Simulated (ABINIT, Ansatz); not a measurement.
# MgZrF6 (Fm-3m): G0W0 on several meshes in ABINIT, part 2 of 2

How does the mesh move the gap of MgZrF6 (Fm-3m)?

ABINIT 10.8.3; LDA and many-body steps on it, plane waves. Known limits of the many-body steps: not at the basis limit; no spin-orbit coupling; coarse k mesh.

So far. Step 4 (2×2×2): The gap on the mesh goes from 6.82 eV to 11.91 eV, a correction of +5.09 eV. Step 5 (Empty states on the mesh, 4×4×4 mesh, 126 bands): On this mesh the gap is 6.824 eV.

## 7. 4×4×4

This step: G0W0 on LDA, plane waves, norm-conserving pseudopotentials.

Contents of run.abi:

```
acell 3*1.0 Angstrom
rprim 
  0.000000000000 3.988016550000 3.988016550000
  3.988016550000 0.000000000000 3.988016550000
  3.988016550000 3.988016550000 -0.000000000000
ntypat 3
znucl 12 40 9
natom 8
typat 1 2 3 3 3 3 3 3
xred 
  0.500000000000 0.500000000000 0.500000000000
  0.000000000000 0.000000000000 0.000000000000
  0.747623080000 0.252376920000 0.252376920000
  0.252376920000 0.747623080000 0.747623080000
  0.252376920000 0.747623080000 0.252376920000
  0.747623080000 0.252376920000 0.747623080000
  0.252376920000 0.252376920000 0.747623080000
  0.747623080000 0.747623080000 0.252376920000
pp_dirpath "pseudos"
pseudos "Mg.upf, Zr.upf, F.upf"
ecut 38
ngkpt 4 4 4
nshiftk 1
shiftk 0 0 0
kptopt 1
chksymbreak 0
istwfk *1
occopt 1
irdwfk 1
optdriver 4
nband 116
gwcalctyp 0
ecutsigx 38
symsigma 1
nkptgw 1
kptgw 
  0.0000000000 0.0000000000 0.0000000000
bdgw 
  30 35
ecuteps 4.2
irdscr 1
ppmodel 1
indata_prefix "in"
outdata_prefix "out"
tmpdata_prefix "tmp"
```

Launch:

```
$ OMP_NUM_THREADS=1 mpirun -n 4 abinit run.abi > log
```

Numbers of over 12 decimals in the logs are rounded to 6 here.

Log:

```text
.Version 10.8.3 of ABINIT. v10.8.2 released Aug 2026.

 Symmetries : space group Fm -3 m (#225); Bravais cF (face-center cubic)
[... echo of the input left out ...]
== DATASET  1 ==================================================================
-   mpi_nproc: 4, omp_nthreads: 1 (-1 if OMP is not activated)

--- !DatasetInfo
iteration_state: {dtset: 1, }
dimensions: {natom: 8, nkpt: 8, mband: 116, nsppol: 1, nspinor: 1, nspden: 1, mpw: 9620, }
cutoff_energies: {ecut:  38.0, pawecutdg:  -1.0, }
electrons: {nelect:   6.40000000E+01, charge:   0.00000000E+00, occopt:   1.00000000E+00, tsmear:   1.00000000E-02, }

 SIGMA: Calculation of the GW corrections

 Based on a program developped by R.W. Godby, V. Olevano, G. Onida, and L. Reining.
 Incorporated in ABINIT by V. Olevano, G.-M. Rignanese, and M. Torrent.
.Using double precision arithmetic ; gwpc =  8

[... cell and pseudopotentials left out ...]
--------------------------------------------------------------------------------

 ==== K-mesh for the wavefunctions ====
 Number of points in the irreducible wedge :     8
[... list of points left out ...]
 Together with 48 symmetry operations and time-reversal symmetry
 yields    64 points in the full Brillouin Zone.

 ==== Q-mesh for screening function ====
 Number of points in the irreducible wedge :     8
[... list of points left out ...]
 Together with 48 symmetry operations and time-reversal symmetry
 yields    64 points in the full Brillouin Zone.

 vcoul_init : cutoff-mode = AUXILIARY_FUNCTION
 q-points for optical limit:   1
     1)      0.000010    0.000020    0.000030
 setmesh: FFT mesh size selected  =    60x   60x   60
          total number of points  =       216000

 Number of electrons calculated from density =   64.0000; Expected =   64.0000
[...]
number of k-points in BZ                           64
 number of q-points in BZ                           64
 number of frequencies for dSigma/dE                 9
 frequency step for dSigma/dE [eV]                0.25
 number of omega for Sigma on real axis              0
 max omega for Sigma on real axis  [eV]           0.00
 zcut for avoiding poles [eV]                     0.10

 EPSILON^-1 parameters (SCR file):
 dimension of the eps^-1 matrix on file            339
 dimension of the eps^-1 matrix used               339
 number of plane-waves for wavefunctions          9577
 number of bands                                   116
 number of q-points in IBZ                           8
 number of frequencies                               2
 number of real frequencies                          1
 number of imag frequencies                          1

 matrix elements of self-energy operator (all in [eV])

 Perturbative Calculation

--- !SelfEnergy_ee
iteration_state: {dtset: 1, }
kpoint     : [   0.000,    0.000,    0.000, ]
spin       : 1
KS_gap     :    6.824
QP_gap     :   12.107
Delta_QP_KS:    5.284
data: !SigmaeeData |
     Band     E0 <VxcDFT>   SigX SigC(E0)      Z dSigC/dE  Sig(E)    E-E0       E
       30  -2.402 -22.742 -30.664   5.313   0.806  -0.241 -24.844  -2.102  -4.505
       31  -2.402 -22.742 -30.664   5.313   0.806  -0.241 -24.844  -2.102  -4.505
       32  -2.402 -22.742 -30.664   5.313   0.806  -0.241 -24.844  -2.102  -4.505
       33   4.421 -16.376  -9.789  -2.893   0.861  -0.161 -13.195   3.181   7.602
       34   4.421 -16.376  -9.789  -2.893   0.861  -0.161 -13.195   3.181   7.602
       35   4.421 -16.376  -9.789  -2.893   0.861  -0.161 -13.195   3.181   7.602

== END DATASET(S) ==============================================================
================================================================================

 -outvars: echo values of variables after computation  --------
           etotal      0.0000000000E+00
            nband         116
             nkpt           8
          spgroup         225
 [... the other variables as echoed above ...]

 Calculation completed.
```

It took 13 s on 4 MPI ranks of Arm Neoverse V1, shared host; peak memory 1.8 GiB.

This step gave:

```yaml
g0w0_gap_on_the_points_computed: 12.11 eV
starting_gap_on_the_mesh: 6.824 eV
k_of_the_valence_top: 0, 0, 0
k_of_the_conduction_bottom: 0, 0, 0
z_at_the_valence_top: 0.806
z_at_the_conduction_bottom: 0.861
least_direct_g0w0_gap_on_the_computed_points: 12.11 eV
```

Against G0W0 in ABINIT (2×2×2 mesh, 116 bands, screening to 114.3 eV, Godby-Needs plasmon pole), the gap moves by +0.192 eV.

## 8. Side by side

Times are wall times on 4 MPI ranks of Arm Neoverse V1, shared host, good to a factor of about two. A run's time includes the screening step that it read.

| run | mesh | bands | screening cutoff (eV) | DFT gap (eV) | gap on the mesh (eV) | direct (eV) | ε∞ used | time |
| --- | --- | --- | --- | --- | --- | --- | --- | --- |
| 2×2×2 | 2×2×2 | 116 | 114.3 | 6.824 | 11.915 | 11.915 | 2.00 | 34 s |
| 4×4×4 | 4×4×4 | 116 | 114.3 | 6.824 | 12.107 | 12.107 | 1.98 | 3.3 min |

## 9. Outcome

- 2×2×2: 11.915 eV
- 4×4×4: 12.107 eV
- known limits: not at the basis limit; no spin-orbit coupling; coarse k mesh

**Reading.** 4×4×4: +0.192 eV against 2×2×2. Bands and cutoff are finite, so the gap is not at the basis limit. The miss can reach some tenths of an eV and take either sign; the mesh is an error of its own. In the first G0W0 run levels were corrected at 1 k point alone, so a gap called «on the mesh» is the least over those, and an edge elsewhere would be missed. The 2×2×2 mesh is coarse for this cell, which bears on the long-range parts of exchange and screening. The many-body steps are scalar-relativistic: spin-orbit coupling is not in them.

[Paths, hosts, dates, memory and timing lines, banners, echoed tables and standing remarks are left out of the program output.]

[Logs are printed without paths, hosts, clocks, repeated set-up lines and the standing remarks that a program may print on its own settings, such as how far it seeks lower states.]

[Runs of the session that timed out or met a known fault of the program may be left out.]

[No measured gap is set beside runs whose start may be inverted or whose files or cutoffs have a known fault.]

[Hosts, paths, dates, database ids (printed as entryN), source tags and the programs' standing remarks are cut or masked in the printed files.]

[G0W0 gaps are taken among the corrected bands and points alone; a level outside them can change the order at an edge.]

[Where Ansatz stands beside ABINIT at settings called matched, ABINIT's density can come from a denser mesh and the files from another edition; pairs whose starting gaps differed by over 0.03 eV were left out, so agreement reads better than it is.]
